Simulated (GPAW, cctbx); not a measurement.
# Reading charge transfer from structure factors

Zr3NbN, Pm-3m (no. 221), a = 4.4936 Å, b = 4.4936 Å, c = 4.4936 Å, α = 90.00°, β = 90.00°, γ = 90.00°.

| atom | mult. | x | y | z |
| --- | --- | --- | --- | --- |
| Nb1 | 1 | 0 | 0 | 0 |
| Zr1 | 3 | 1/2 | 1/2 | 0 |
| N1 | 1 | 1/2 | 1/2 | 1/2 |

The start was made by putting kin elements into a known structure type; the compound need not exist, or be stable, in this form.

Absolute values of the static structure factors of the conventional cell from DFT (PBE, GPAW) against free spherical atoms, in electrons:

| hkl | d (Å) | free atoms | crystal |
| --- | --- | --- | --- |
| 010 | 4.494 | 4.79 | 5.12 |
| 011 | 3.178 | 6.33 | 6.46 |
| 111 | 2.594 | 123.03 | 122.22 |
| 020 | 2.247 | 126.35 | 126.10 |
| 021 | 2.010 | 3.08 | 3.39 |
| 121 | 1.835 | 4.21 | 4.23 |
| 022 | 1.589 | 109.84 | 110.06 |
| 122 | 1.498 | 2.34 | 2.18 |
| 030 | 1.498 | 2.34 | 2.29 |
| 031 | 1.421 | 3.27 | 3.24 |

**Question.** Which way does charge move, and which reflections show it best?

Project each element's phase sum on the total phase. |F| rises if density moves to atoms that scatter in phase and falls if it moves to atoms that scatter against it; the rule is for low angles, since changes of shape take over beyond. Where all elements are in phase the terms compete, and the compactness of the donor's and the acceptor's density matters too.

| hkl | Nb in phase | Zr in phase | N in phase | change (e) | (%) |
| --- | --- | --- | --- | --- | --- |
| 010 | -1.0 | +1.0 | +1.0 | +0.32 | +6.7 |
| 011 | +1.0 | -1.0 | +1.0 | +0.13 | +2.0 |
| 111 | +1.0 | +3.0 | -1.0 | -0.81 | -0.7 |
| 020 | +1.0 | +3.0 | +1.0 | -0.25 | -0.2 |
| 021 | -1.0 | +1.0 | +1.0 | +0.31 | +10.0 |
| 121 | +1.0 | -1.0 | +1.0 | +0.03 | +0.6 |
| 022 | +1.0 | +3.0 | +1.0 | +0.23 | +0.2 |
| 122 | -1.0 | +1.0 | +1.0 | -0.16 | -6.8 |

Low-angle reflections that set elements apart and change by more than 0.05 e: 010, 011, 111 and 021 (121 hardly moves and tells little). The signs fit a gain of density on N and a loss on Nb and Zr. The best witness is 021, +10.0 %, where N enters with +1.0. The real-space density agrees: Voronoi charges Nb +0.09, Zr +0.14, N -0.50 e. The shortest bond, Zr–N, has Δρ = +0.02 e/Å³ at its midpoint, low for a shared bond; with the charge transfer this is a polar contact.
